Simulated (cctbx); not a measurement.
# Diagnosing a refinement

Cell a = 5.8600 Å, b = 5.8600 Å, c = 8.1300 Å, α = 90.00°, β = 90.00°, γ = 90.00°; space group P4_2mc (no. 105). The compound is DyZr2Rh2C4.

The data are simulated with cctbx, not measured: Mo Kα, λ = 0.71073 Å, to d = 0.8 Å, 80 % of the full sphere, strongest reflection 20000 counts, noise from counting, a 2 % proportional error and a noise floor of 15 counts (s.d.); no absorption.

An anisotropic refinement with weights 1/σ² prints:

```text
Rint 0.023, 349 unique reflections to 0.80 A
cycle     R1     wR2    GooF  max shift (A)
   1  0.0324  0.0719   3.850   0.02618
   4  0.0228  0.0515   2.756   0.00025
final R1 0.0228 wR2 0.0515 GooF 2.756  parameters 22  data/parameter 15.9
atom        x        y        z      Ueq    occ   su(xyz)  su(Uiso or U11)
Dy1    0.00000  0.50000  0.74949   0.0020  1.000  0.00020  0.0008
Rh1    0.00000  0.25237  0.39373   0.0043  1.000  0.00030  0.0008
Zr1    0.50000  0.24406  0.60218   0.0055  1.000  0.00037  0.0010
C1     0.00000  0.82855  0.09543  -0.0224  1.000  0.00137  0.0033  NPD
difference map: max 3.30 min -1.33 rms 0.37
Q1    0.3432  0.5000  0.4046    4    3.39  2.38 A from Zr1
Q2    0.0000  0.2276  0.1272    4    1.25  0.42 A from C1
Q3    0.3430  0.5000  0.1180    4    1.23  0.59 A from Zr1
Q4    0.0000  0.2186  0.0450    4    1.21  0.49 A from C1
Q5    0.3733  0.5000  0.8351    4    1.20  2.30 A from Dy1
Q6    0.0000  0.0950  0.1199    4    1.14  0.49 A from C1
```

**Question.** Can this result stand? If not, what is the likely fault?

Mend it. The fault: an atom left out, C at (1/2, 0.6700, 0.9063). Against the right model at the same level, R1 goes from 0.0088 to 0.0228 and GooF from 0.99 to 2.76, U of C1 shrinks from 0.0027 to -0.0224 Å², the top difference peak, 3.4 e/Å³, lies 2.38 Å from Zr1 and C1 goes non-positive-definite. Q1 is the missing atom. With scattering power missing, scale and phases suffer, so peaks may also grow on the heavy atoms.

The compound is DyZr2Rh2C4. The right model at the same level gives:

```text
Rint 0.023, 349 unique reflections to 0.80 A
cycle     R1     wR2    GooF  max shift (A)
   1  0.0119  0.0249   1.346   0.00365
   8  0.0088  0.0183   0.988   0.00087
final R1 0.0088 wR2 0.0183 GooF 0.988  parameters 28  data/parameter 12.5
atom        x        y        z      Ueq    occ   su(xyz)  su(Uiso or U11)
Dy1    0.00000  0.50000  0.74947   0.0024  1.000  0.00007  0.0003
Rh1    0.00000  0.25067  0.39368   0.0042  1.000  0.00013  0.0003
Zr1    0.50000  0.24217  0.60216   0.0062  1.000  0.00016  0.0004
C1     0.00000  0.83046  0.10005   0.0027  1.000  0.00147  0.0035
C2     0.50000  0.67180  0.90918   0.0100  1.000  0.00171  0.0047
Flack x: -0.03(2)
Hooft y: 0.006(29)  Bijvoet pairs: 160
difference map: max 0.73 min -0.60 rms 0.15
Q1    0.0000  0.1596  0.4619    4    0.74  0.77 A from Rh1
Q2    0.0000  0.4200  0.0112    4    0.64  1.64 A from C1
Q3    0.0000  0.3526  0.4331    4    0.60  0.68 A from Rh1
Q4    0.3241  0.5000  0.9368    4    0.58  1.43 A from Zr1
Q5    0.3408  0.5000  0.0450    4    0.52  0.74 A from Zr1
Q6    0.0000  0.4301  0.2417    4    0.50  1.62 A from Rh1
```

Isotropic U is held between 0.0001 and 1 Å² by the program, and listed peak heights are interpolated, so they can pass the grid's maximum.

The model is made up (kin elements in a known structure type, no relaxation), so it says nothing on whether the phase exists.

[Middle refinement cycles are left out of these outputs.]

[Logs are printed without paths, hosts, clocks, repeated set-up lines and the standing remarks that a program may print on its own settings, such as how far it seeks lower states.]
